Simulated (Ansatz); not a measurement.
# Binding curve of phosphorene, 4 layers, S on P sites (96 atoms)

The cell holds 96 atoms: 75 P and 21 S. Its edges and angles: a = 10.340 Å, b = 9.102 Å, c = 34.578 Å, α = 90.0°, β = 90.0°, γ = 90.0°. It derives from P and S (phosphorene). The starting structure: 4 layers of phosphorene (a = 3.314 Å), 3 x 2 cells, biaxial strain +4 %, every second layer slid by 0.500 of a1; facing planes 3.43, 3.33, 3.29 Å apart; 16 Å of vacuum; 21 of 96 P replaced by S at random; displaced by a Gaussian of 0.04 Å. Regions: layer 1, 24 atoms (13 P and 11 S); layer 2, 24 atoms (21 P and 3 S); layer 3, 24 atoms (21 P and 3 S); layer 4, 24 atoms (20 P and 4 S). Vacuum lies along c.

Calculated with Ansatz 0.2.0: Kohn-Sham DFT, PBE+D3(BJ), PAW (set soft_2), plane waves; cutoff 420 eV, k-mesh 1×2×1, gaussian smearing of 0.05 eV. The upper part is moved rigidly along the normal by z from its relaxed place. Energies are the whole cell less its two frozen parts, over the face of 94.11 Å².

```
shift z (Å)  interaction energy (meV/Å²)
       -0.3                       -26.88
       +0.0                       -30.22
       +0.3                       -28.23
       +0.8                       -21.16
       +1.6                            ?
       +3.0                       -4.550
```

**Question.** Fit the universal binding curve to the rows given and interpolate to the withheld row.

**Working.**

The universal binding curve is E(z) = −D (1 + z/l) exp(−z/l), whose curvature at z = 0 is D/l². The depth is D = 30.22 meV/Å². The three points about zero give the curvature [E(+0.3) + E(−0.3) − 2E(0)] / 0.3² = 59.17 meV/Å⁴, so l = √(D / curvature) = 0.715 Å. At z = 1.6 Å, z/l = 2.239.

Prediction at +1.6: -10.43 meV/Å². The run gave -11.70 meV/Å², so the fit is high by 1.3 meV/Å² (11 % of the value).

At the last row, z = 3 Å, the curve gives -2.36 against -4.55 meV/Å² computed: the computed tail is longer than the exponential, as the curve was made for metallic and covalent adhesion, while a dispersion term decays as a power of the distance. Among the rows given, the largest miss of the fit is at +3.0, by 2.2 meV/Å² (8.5 % of the range of the table).

Limits: The parts are rigid, and they also feel their periodic images through the vacuum.

[Long decimals in the printed logs are rounded to 6 places.]

[Logs are printed without paths, hosts, clocks, repeated set-up lines and the standing remarks that a program may print on its own settings, such as how far it seeks lower states.]

[Hosts, paths, dates, database ids (printed as entryN), source tags and the programs' standing remarks are cut or masked in the printed files.]
